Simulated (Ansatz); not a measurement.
# Meshes and cutoff for the phonons of MgO (Periclase, Fm-3m), part 4 of 4

How do the frequencies of MgO (Periclase, Fm-3m) move with q mesh, k mesh and cutoff?

Ansatz 0.2.0; DFT PBEsol, scalar-relativistic, plane waves, PAW.

So far. Step 11 (Another k mesh, q mesh 2×2×2): The highest optical mode at the zone centre (no LO-TO term) is 387.5 cm⁻¹, +0.0 cm⁻¹ against the base run. Step 12 (Another k mesh, k-mesh 18×18×18, q mesh 2×2×2): The highest optical mode at the zone centre (no LO-TO term) is 387.5 cm⁻¹, +0.0 cm⁻¹ against the base run. The relaxed cell has a = 4.214 Å (conventional setting).

The database entry behind the starting cell differs from later determinations by our own check (about 0.1 % long), so it need not match the best structure at ambient conditions.

## (16) Another cutoff, cutoff 290 eV, q mesh 2×2×2

The cutoff is set to 290 eV on a small fixed q mesh.

File input.yaml:

```yaml
crystal:
  lattice:
    - [0.0, 2.1071057379, 2.1071057379]
    - [2.1071057379, 0.0, 2.1071057379]
    - [2.1071057379, 2.1071057379, 0.0]
  atoms:
    - { symbol: Mg, position: [0.0, 0.0, 0.0] }
    - { symbol: O, position: [0.5, 0.5, 0.5] }
kpoints:
  mp_grid: { grid: [12, 12, 12] }
hamiltonian:
  xc: pbesol
scf:
  occupations: { method: fixed }
output:
  eigenvalues: true
phonons:
  method: dfpt
  qmesh: [2, 2, 2]
  temperatures: { t_max: 1000, t_step: 50 }
  qpath:
    path:
      - [[0.0, 0.0, 0.0], [0.5, 0.0, 0.5], [0.625, 0.25, 0.625]]
      - [[0.375, 0.375, 0.75], [0.0, 0.0, 0.0], [0.5, 0.5, 0.5], [0.5, 0.25, 0.75], [0.5, 0.0, 0.5]]
    npoints: 10
basis:
  ecutwfc: 290
```

Launch:

```console
ansatz run input.yaml --threads 4 --pin off --max-ram 7168MiB --backend cpu --events-out ev --progress --plain --runs-dir out
```

Numbers of over 12 decimals in the logs are rounded to 6 here.

Output:

```text
[...]
Crystal: 2 atoms, lattice volume = 18.711 Å³
Basis set: ecut = 290 eV, 181 PW (Γ), exchange–correlation on 36×36×36 points (8 copies of the dense FFT grid, shifted against one another)
Bands: 12, of which v1, the nominal top of the filled ones, is band 8 counted from 1 (7 counted from 0)
Symmetry: 48 space group operations
k-points: 72 of 1728
[...]
SCF iter   1: F=—  HF=-2475.231354 eV  |F-HF|=—  |Δ(HF+E_count)|=         —  Δρ=3.50e-2  dr2=1.05e-1  ethr=1.77e-3  ⟨swp⟩=4.3  Hψ=4400  notcnv=0  defer=133
[...]
SCF iter   8: F=-2475.202129 eV  HF=-2475.202129 eV  |F-HF|=6.37e-12  |Δ(HF+E_count)|=  2.01e-10  Δρ=2.21e-7  dr2=3.36e-12  ethr=1.00e-12  ⟨swp⟩=6.1  Hψ=4386  notcnv=0
SCF 1 converged in 8 iterations: F = -2475.202129 eV  dr2 = 3.36e-12
[...]
k-points: 163 of 1728 (irreducible under 8 space group operations, time reversal used)
[...]
SCF iter   3: F=-2475.202129 eV  HF=-2475.202129 eV  |F-HF|=1.00e-11  |Δ(HF+E_count)|=  1.50e-11  Δρ=3.05e-7  dr2=1.04e-11  ethr=1.00e-12  ⟨swp⟩=1.0  Hψ=4564  notcnv=0
SCF 2 converged in 3 iterations: F = -2475.202129 eV  dr2 = 1.04e-11
[...]
SCF converged after 8 iterations
Free energy (F): -2475.202129 eV
[...]
Internal energy: -2475.202129 eV  (E = F + TS)
E sigma→0 (E₀):  -2475.202129 eV
Fermi energy:    8.128073 eV
[...]
--- Band table (eV; the first three rows and the last of 72) ---
  k-point 0: bands = [... 4 lower, -9.2843, 8.1281, 8.1281, 8.1281, 12.5485, 23.6838, 23.6838, 23.6838]
  k-point 1: bands = [... 4 lower, -9.2089, 7.5418, 8.0482, 8.0482, 13.0213, 22.6980, 23.8512, 23.8512]
  k-point 2: bands = [... 4 lower, -8.9933, 6.4510, 7.8647, 7.8647, 13.9937, 21.3061, 24.2474, 24.2474]
  k-point 71: bands = [... 4 lower, -7.6770, 5.0138, 5.0138, 6.2225, 19.4975, 19.4975, 20.0746, 23.3436]
[...]
ASR residual: 2.043e-4 → 0.000e0 eV/Å²; symmetrization residual: 2.726e-6 eV/Å²
  ASR residual per site (eV/Å²): 2.04e-4 6.12e-5
  Γ frequencies (cm⁻¹): 0.00 0.00 0.00 388.42 388.42 388.42
[...]
ε∞ (high-frequency dielectric tensor):
        3.267140     0.000000     0.000000
        0.000000     3.267140    -0.000000
        0.000000     0.000000     3.267140
[...]
Born effective charges Z* (e; rows j = field, columns β = displacement):
    site 0:
         1.97925    0.00000   -0.00000
         0.00000    1.97925    0.00000
         0.00000   -0.00000    1.97925
    site 1:
        -1.97925   -0.00000    0.00000
        -0.00000   -1.97925   -0.00000
         0.00000    0.00000   -1.97925
  Z* charge neutrality: 2.599e-6 e pre-enforcement
[...]
optical modes at Γ without the LO–TO term, one row a degenerate level:
      ω (cm⁻¹)  modes    IR ((D/Å)²/amu)
        388.42      3            28.1026
  optical modes at Γ + LO–TO along q̂ = [1.0000, 0.0000, 0.0000]:
      ω (cm⁻¹)  modes    IR ((D/Å)²/amu)
        388.42      2            18.7350
        691.16      1             9.3675
  optical modes at Γ + LO–TO along q̂ = [0.0000, 1.0000, 0.0000]:
      ω (cm⁻¹)  modes    IR ((D/Å)²/amu)
        388.42      2            18.7350
        691.16      1             9.3675
  optical modes at Γ + LO–TO along q̂ = [0.0000, 0.0000, 1.0000]:
      ω (cm⁻¹)  modes    IR ((D/Å)²/amu)
        388.42      2            18.7350
        691.16      1             9.3675
--- Phonons (arbitrary-q DFPT): 3 irreducible q on the 2×2×2 mesh ---
[...]
interpolated dispersion: 63 rows × 6 modes
[...]
```

Run time: 11 s. Hardware: 4 threads of Arm Neoverse V1, shared host; peak memory 0.47 GiB.

The run finished; it serves as a test, and its numbers are not taken as the result.

## (17) Another cutoff, cutoff 360 eV, q mesh 2×2×2

The cutoff is set to 360 eV on a small fixed q mesh.

input.yaml: that of step 16 with these lines changed.

```diff
@@ -26,2 +26,2 @@
 basis:
-  ecutwfc: 290
+  ecutwfc: 360
```

Output:

```text
[...]
Crystal: 2 atoms, lattice volume = 18.711 Å³
Basis set: ecut = 360 eV, 283 PW (Γ), exchange–correlation on 40×40×40 points (8 copies of the dense FFT grid, shifted against one another)
Bands: 12, of which v1, the nominal top of the filled ones, is band 8 counted from 1 (7 counted from 0)
Symmetry: 48 space group operations
k-points: 72 of 1728
[...]
optical modes at Γ + LO–TO along q̂ = [0.0000, 1.0000, 0.0000]:
      ω (cm⁻¹)  modes    IR ((D/Å)²/amu)
        389.91      2            18.7472
        693.70      1             9.3736
  optical modes at Γ + LO–TO along q̂ = [0.0000, 0.0000, 1.0000]:
      ω (cm⁻¹)  modes    IR ((D/Å)²/amu)
        389.91      2            18.7472
        693.70      1             9.3736
--- Phonons (arbitrary-q DFPT): 3 irreducible q on the 2×2×2 mesh ---
[...]
interpolated dispersion: 63 rows × 6 modes
[...]
[key lines of the parts left out:]
SCF converged after 7 iterations
Free energy (F): -2475.812628 eV
Fermi energy:    7.997027 eV
```

Elapsed: 13 s, on 4 threads; peak memory 0.51 GiB.

The highest optical mode at the zone centre (no LO-TO term) is 389.9 cm⁻¹, +2.4 cm⁻¹ against the base run.

## (18) Another cutoff, cutoff 550 eV, q mesh 2×2×2

The cutoff is set to 550 eV on a small fixed q mesh.

input.yaml: that of step 17 with these lines changed.

```diff
@@ -26,2 +26,2 @@
 basis:
-  ecutwfc: 360
+  ecutwfc: 550
```

Output:

```text
[...]
Crystal: 2 atoms, lattice volume = 18.711 Å³
Basis set: ecut = 550 eV, 537 PW (Γ), exchange–correlation on 48×48×48 points (8 copies of the dense FFT grid, shifted against one another)
Bands: 12, of which v1, the nominal top of the filled ones, is band 8 counted from 1 (7 counted from 0)
Symmetry: 48 space group operations
k-points: 72 of 1728
[...]
optical modes at Γ + LO–TO along q̂ = [0.0000, 1.0000, 0.0000]:
      ω (cm⁻¹)  modes    IR ((D/Å)²/amu)
        387.44      2            18.7551
        692.40      1             9.3776
  optical modes at Γ + LO–TO along q̂ = [0.0000, 0.0000, 1.0000]:
      ω (cm⁻¹)  modes    IR ((D/Å)²/amu)
        387.44      2            18.7551
        692.40      1             9.3776
--- Phonons (arbitrary-q DFPT): 3 irreducible q on the 2×2×2 mesh ---
[...]
interpolated dispersion: 63 rows × 6 modes
[...]
[key lines of the parts left out:]
SCF converged after 7 iterations
Free energy (F): -2475.877590 eV
Fermi energy:    7.994458 eV
```

Elapsed: 20 s, on 4 threads; peak memory 0.62 GiB.

Frequencies (cm⁻¹) solved at each irreducible wavevector; negative means imaginary. Frequencies by wavevector, by row:

| q in reciprocal lattice units | star | mode 1 | mode 2 | mode 3 | mode 4 | mode 5 | mode 6 |
| --- | --- | --- | --- | --- | --- | --- | --- |
| 0 0 0 | 1 | 0 | 0 | 0 | 387.4 | 387.4 | 387.4 |
| 0 0 -0.5 | 4 | 271.3 | 271.3 | 353.2 | 353.2 | 537.4 | 556 |
| 0 -0.5 -0.5 | 3 | 284.4 | 284.4 | 414.9 | 436.6 | 436.6 | 534.7 |

The highest optical mode at the zone centre (no LO-TO term) is 387.4 cm⁻¹, -0.1 cm⁻¹ against the base run.

## (19) Results

```yaml
mean_frequency_q_mesh_2x2x2: 387 cm⁻¹
mean_frequency_q_mesh_3x3x3: 388 cm⁻¹
mean_frequency_q_mesh_6x6x6: 388 cm⁻¹
highest_optical_mode_at_the_zone_centre_no_lo_to_term_k_mesh_4x4x4: 386 cm⁻¹
highest_optical_mode_at_the_zone_centre_no_lo_to_term_k_mesh_6x6x6: 387 cm⁻¹
highest_optical_mode_at_the_zone_centre_no_lo_to_term_k_mesh_8x8x8: 388 cm⁻¹
highest_optical_mode_at_the_zone_centre_no_lo_to_term_k_mesh_12x12x12: 388 cm⁻¹
highest_optical_mode_at_the_zone_centre_no_lo_to_term_k_mesh_18x18x18: 388 cm⁻¹
highest_optical_mode_at_the_zone_centre_no_lo_to_term_cutoff_170_ev: 614 cm⁻¹
highest_optical_mode_at_the_zone_centre_no_lo_to_term_cutoff_230_ev: 344 cm⁻¹
highest_optical_mode_at_the_zone_centre_no_lo_to_term_cutoff_290_ev: 388 cm⁻¹
highest_optical_mode_at_the_zone_centre_no_lo_to_term_cutoff_360_ev: 390 cm⁻¹
highest_optical_mode_at_the_zone_centre_no_lo_to_term_cutoff_550_ev: 387 cm⁻¹
```

Over the whole q mesh series, coarse runs included, the mean frequency runs from 386.6 to 388.4 cm⁻¹; from 2×2×2 on it stays within 1.8 cm⁻¹ of the finest run (6×6×6), against a tolerance of 3.9. Over the whole k mesh series, coarse runs included, the lowest mode on the q mesh (acoustic modes at Γ apart) runs from 271.1 to 271.3 cm⁻¹; from 4×4×4 on all solved modes stay within 2.8 cm⁻¹ of the finest run (18×18×18), against a tolerance of 5.6. Over the whole cutoff series, coarse runs included, the lowest mode on the q mesh (acoustic modes at Γ apart) runs from 252.7 to 274.0 cm⁻¹; from 360 eV on all solved modes stay within 4.7 cm⁻¹ of the finest run (550 eV), against a tolerance of 5.6. All runs share the cell relaxed at the base settings, which is not exactly at rest under another k mesh or cutoff. These are harmonic frequencies at zero temperature: anharmonic shifts, linewidths and thermal expansion are left out.

[Logs are printed without paths, hosts, clocks, repeated set-up lines and the standing remarks that a program may print on its own settings, such as how far it seeks lower states.]

[Hosts, paths, dates, database ids (printed as entryN), source tags and the programs' standing remarks are cut or masked in the printed files.]
